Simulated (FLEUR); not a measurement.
# GdP: one coupling from two orders, and a test

Can a spin model with one coupling foretell the energy of a further order of GdP?

Method: LDA (VWN) with U = 3.6 eV on Gd f; all-electron FLAPW, Dirac cores, scalar-relativistic bands, in FLEUR MaX-R8.1.

### 1. Starting point

The structure is cubic, space group Fm-3m (No. 225). Conventional cell: a = 5.740 Å, b = 5.740 Å, c = 5.740 Å, α = 90.00°, β = 90.00°, γ = 90.00°. Nearest to Gd lie 6 P at 2.87 Å. Nearest to P lie 6 Gd at 2.87 Å. Farther neighbours are not listed.

Structure file:

```cif
data_structure
_symmetry_space_group_name_H-M 'Fm-3m'
_symmetry_Int_Tables_number 225
_cell_length_a 5.7399
_cell_length_b 5.7399
_cell_length_c 5.7399
_cell_angle_alpha 90.000
_cell_angle_beta 90.000
_cell_angle_gamma 90.000
_cell_volume 189.11
loop_
_atom_site_label
_atom_site_type_symbol
_atom_site_symmetry_multiplicity
_atom_site_Wyckoff_symbol
_atom_site_fract_x
_atom_site_fract_y
_atom_site_fract_z
_atom_site_occupancy
Gd1 Gd 4 a 0.00000 0.00000 0.00000 1
P1 P 4 b 0.50000 0.00000 0.00000 1
```

The cell comes from a database of computed structures and need not be the stable phase.

### 2. The parallel order

All energies count from this run. The U counters the self-interaction that shrinks the moments of a localised shell.

The file n_mmp_mat seeds the f occupations with whole cubic orbitals by Hund's first rule, so that the U acts from the first pass. inpgen writes inp.xml from crystal.txt; cutoffs, mixing, functional, smearing and local orbitals are then set in the file. The k list default-1 (kpts.xml, not shown) is a Γ-centred 8×8×8 mesh; where the ranks do not divide the number of points, some are split in two of half the weight.

File inp.xml:

```
<?xml version="1.0" encoding="UTF-8" standalone="no"?>
<fleurInput fleurInputVersion="0.39">
   <comment>
      GdP
   </comment>
   <calculationSetup>
      <cutoffs Kmax="3.6" Gmax="10.8" GmaxXC="10.8" numbands="0"/>
      <scfLoop itmax="130" minDistance="0.0001" maxIterBroyd="15" imix="Anderson" alpha="0.05" precondParam="0.0" spinf="2.0" sdNocoIR="T"/>
      <coreElectrons ctail="T" frcor="F" kcrel="0" coretail_lmax="0"/>
      <xcFunctional name="vwn" relativisticCorrections="F"/>
      <magnetism jspins="2"/>
      <soc l_soc="F" theta="0.0" phi="0.0" spav="F"/>
      <expertModes spex="0" secvar="F"/>
      <geometryOptimization l_f="F" forcealpha="1.0" forcemix="BFGS" epsdisp="0.00001" epsforce="0.00001"/>
      <ldaU l_linMix="F" mixParam="0.05" spinf="1.0"/>
   </calculationSetup>
   <cell>
      <bzIntegration valenceElectrons="23.0" mode="hist" fermiSmearingEnergy="0.00183747">
         <kPointListSelection listName="default-1"/>
         <xi:include xmlns:xi="http://www.w3.org/2001/XInclude" href="kpts.xml"> </xi:include>
      </bzIntegration>
      <xi:include xmlns:xi="http://www.w3.org/2001/XInclude" href="sym.xml"> </xi:include>
      <bulkLattice scale="1.0">
         <bravaisMatrix>
            <row-1>    0.0000000000000000     5.4233959069468174     5.4233959069468174</row-1>
            <row-2>    5.4233959069468174     0.0000000000000000     5.4233959069468174</row-2>
            <row-3>    5.4233959069468174     5.4233959069468174     0.0000000000000000</row-3>
         </bravaisMatrix>
      </bulkLattice>
   </cell>
   <atomSpecies>
      <species name="Gadolinium7.000" element="Gd" atomicNumber="64">
         <mtSphere radius="2.8" gridPoints="925" logIncrement="0.014"/>
         <atomicCutoffs lmax="10" lnonsphr="8"/>
         <electronConfig flipSpins="F">
            <coreConfig>(1s1/2) (2s1/2) (2p1/2) (2p3/2) (3s1/2) (3p1/2) (3p3/2) (4s1/2) (3d3/2) (3d5/2) (4p1/2) (4p3/2) (4d3/2) (4d5/2)</coreConfig>
            <valenceConfig>(5s1/2) (5p1/2) (5p3/2) (6s1/2) (4f5/2) (4f7/2) (5d3/2) (5d5/2)</valenceConfig>
            <stateOccupation state="(4f5/2)" spinUp="2.5" spinDown="0.5"/>
            <stateOccupation state="(4f7/2)" spinUp="4.0" spinDown="0.0"/>
            <stateOccupation state="(5d3/2)" spinUp="0.4" spinDown="0.0"/>
            <stateOccupation state="(5d5/2)" spinUp="0.6" spinDown="0.0"/>
         </electronConfig>
         <energyParameters s="6" p="6" d="5" f="4"/>
         <ldaU l="3" U="3.6" J="0.0" l_amf="F"/>
         <lo type="SCLO" l="0" n="5" eDeriv="0"/>
         <lo type="SCLO" l="1" n="5" eDeriv="0"/>
      </species>
      <species name="Phosphorous (P)" element="P" atomicNumber="15">
         <mtSphere radius="2.09" gridPoints="691" logIncrement="0.017"/>
         <atomicCutoffs lmax="8" lnonsphr="6"/>
         <electronConfig flipSpins="F">
            <coreConfig>(1s1/2) (2s1/2) (2p1/2) (2p3/2)</coreConfig>
            <valenceConfig>(3s1/2) (3p1/2) (3p3/2)</valenceConfig>
            <stateOccupation state="(3p1/2)" spinUp="0.500000" spinDown="0.500000"/>
            <stateOccupation state="(3p3/2)" spinUp="1.000000" spinDown="1.000000"/>
         </electronConfig>
         <energyParameters s="3" p="3" d="3" f="4"/>
      </species>
   </atomSpecies>
   <atomGroups>
      <atomGroup species="Gadolinium7.000">
         <relPos label="                   1">.0000000000 .0000000000 .0000000000</relPos>
         <force calculate="T" relaxXYZ="TTT"/>
      </atomGroup>
      <atomGroup species="Phosphorous (P)">
         <relPos label="                   2">1.000/2.000 1.000/2.000 1.000/2.000</relPos>
         <force calculate="T" relaxXYZ="TTT"/>
      </atomGroup>
   </atomGroups>
   <output dos="F" band="F" slice="F">
      <bandDOS minEnergy="-.5*Htr" maxEnergy="0.5*Htr" sigma="0.015" storeEVData="T"/>
      <plotting iplot="0" polar="F">
         <plot TwoD="T" vec1="  1.0  0.0  0.0" vec2="  0.0  1.0  0.0" vec3="  0.0  0.0  1.0" zero="  0.0  0.0  0.0" file="plot"/>
      </plotting>
      <moessbauerParams electricFieldGradient="F" isomerShift="F" coreHyperfine="F" valenceHyperfine="F"/>
   </output>
</fleurInput>
```

File crystal.txt:

```
GdP
&input film=F cartesian=F /
0.00000000000  2.86993751970  2.86993751970
2.86993751970  0.00000000000  2.86993751970
2.86993751970  2.86993751970  0.00000000000
1.8897261246
1.0 1.0 1.0

2
64 0.00000000000  0.00000000000  0.00000000000 : 7.000
15 0.50000000000  0.50000000000  0.50000000000

&kpt div1=8 div2=8 div3=8 gamma=T /
```

On the command line:

```
> OMP_NUM_THREADS=1 inpgen -f crystal.txt > inpgen.log  # inp.xml is then edited as shown
> OMP_NUM_THREADS=1 mpirun -n 4 fleur_MPI > fleur.log
```

The program printed:

```text
Welcome to FLEUR        (www.flapw.de)
      MaX-Release 8.1          (www.max-centre.eu)

 ========== k-point set info ==========
 Selected k-point list: default-1
 k-point list type: mesh
 0 x 0 x 0
 Number of k points: 32

 [... set-up left out ...]
 Iteration:     1   Distance:      21.92440398 me/bohr^3
 Iteration:     2   Distance:      21.00645020 me/bohr^3
 Iteration:     3   Distance:       8.16240778 me/bohr^3
 Iteration:     4   Distance:       7.52114617 me/bohr^3
 Iteration:     5   Distance:       2.10513589 me/bohr^3
[...]
[... left out ...]
            <freeEnergy value="-11614.1557756005"/>
            <extrapolationTo0K value="-11614.1557432775"/>
         </totalEnergy>
         [... left out ...]
         <ldaUDensityMatrixConvergence>
            <distance spin="1" distance="0.000000"/>
            <distance spin="2" distance="0.000000"/>
         </ldaUDensityMatrixConvergence>
         <densityConvergence units="me/bohr^3">
            <chargeDensity spin="1" distance="0.0000122920"/>
            <chargeDensity spin="2" distance="0.0000106354"/>
            <overallChargeDensity distance="0.0000205599"/>
            <spinDensity distance="0.0000102812"/>
         </densityConvergence>
      </iteration>
```

It took 11 s on 4 MPI ranks of Intel Xeon Platinum 8488C (Sapphire Rapids), shared host; peak memory 0.25 GiB.

Spin moment in the muffin-tin sphere by atom:

```tsv
atom	spin moment in the muffin-tin sphere (μB)
Gd1	7.03
P2	-0.07
```

This step gave:

```
free energy                                                       : -316037.2787 eV
program's band gap on this mesh (in a metal only a level spacing) : 0.03391 eV
magnetization                                                     : 6.992 μB
final state                                                       : ferromagnetic, with opposed induced moments
```

After 18 cycles the largest moment stands at 7.03 μB.

### 3. The orders used for the fit

The other orders were run with the same settings, on meshes that hold the same points. Free energies are divided by the number of Gd atoms; q is in fractions of the reciprocal vectors of the first run's cell.

```tsv
order	atoms	mesh	free energy (eV)	eV per Gd	largest moment (μB)
F +	2	8×8×8	-316037.2787	-316037.2787	7.03
AF q=(0,0,1/2) +-	4	8×8×4	-632074.5650	-316037.2825	7.06
```

### 4. Counting neighbours

With E = −Σ J e_i·e_j over ordered pairs of unit vectors, turning a neighbour from parallel to opposed costs 2J a Gd atom. So an order lies 2 Σ n J over the parallel one, n being the opposed neighbours in each shell.

```tsv
shell	distance (Å)	neighbours	opposed in AF q=(0,0,1/2) +-	opposed in AF q=(0,1/2,1/2) +-
J1	4.06	12	6	8
J2	5.74	6	6	0
```

Only J1 is kept.

### 5. Solving

```
2 × 6 × J1 = -3.8 meV    (AF q=(0,0,1/2) +-)
J1 = -0.32 meV
```

### 6. The test

The couplings now give the orders that were left out:

```
2 × 8 × (-0.32) = -5.1 meV    (AF q=(0,1/2,1/2) +-)
```

The runs themselves:

```tsv
order	atoms	mesh	free energy (eV)	eV per Gd	largest moment (μB)	over the parallel order (meV)	foretold (meV)
AF q=(0,1/2,1/2) +-	4	8×4×8	-632074.5584	-316037.2792	7.04	-0.5	-5.1
```

### 7. One more shell

One try is to add the next shell, though changing moments can also cause the miss. Both differences then fix both couplings, and no order is left for a test.

```
2 × 6 × J1 + 2 × 6 × J2 = -3.8 meV    (AF q=(0,0,1/2) +-)
2 × 8 × J1 = -0.5 meV    (AF q=(0,1/2,1/2) +-)
J1 = -0.03 meV
J2 = -0.29 meV
```

### 8. Mean-field temperature

```
gain of AF q=(0,0,1/2) +- over disorder = (12 − 2 × 6) × (-0.03) + (6 − 2 × 6) × (-0.29) = 1.7 meV
T = 2 × 1.7 / (3 × 0.08617) = 13 K
```

### 9. Results

| Property | Result |
| --- | --- |
| effective coupling of the reversed pairs, counted on J1 (Gd–Gd at 4.06 Å) | -0.32 meV |
| largest miss on the orders left out | 4.6 meV |
| J1 with two shells | -0.03 meV |
| J2 with two shells | -0.29 meV |
| mean-field ordering temperature | 13 K |

What this shows: The model misses the order left out by 4.6 meV, 122 % of the largest distance from the parallel order, so it fails: these couplings alone don't describe the crystal. With the next shell added the couplings are J1 = -0.03 and J2 = -0.29 meV, untested. The largest moments of the orders differ by 0.38 % of the greatest. One difference fixes one number: it sums all reversed shells and need not be the coupling of the nearest one, even in sign. Mean field overstates the temperature of the model, and classical spins understate it for small quantum spins, by up to the factor (S+1)/S. The f shell is half filled, so the spin-only picture is fair.

[Logs and program files are shortened in this print: banners, set-up blocks, solver, clock and traceback lines can be left out without a mark of their own.]

[Logs are printed without paths, hosts, clocks, repeated set-up lines and the standing remarks that a program may print on its own settings, such as how far it seeks lower states.]

[Hosts, paths, dates, database ids (printed as entryN), source tags and the programs' standing remarks are cut or masked in the printed files.]

[Where a cell is said to come from a database of computed structures, the database is the Materials Project.]
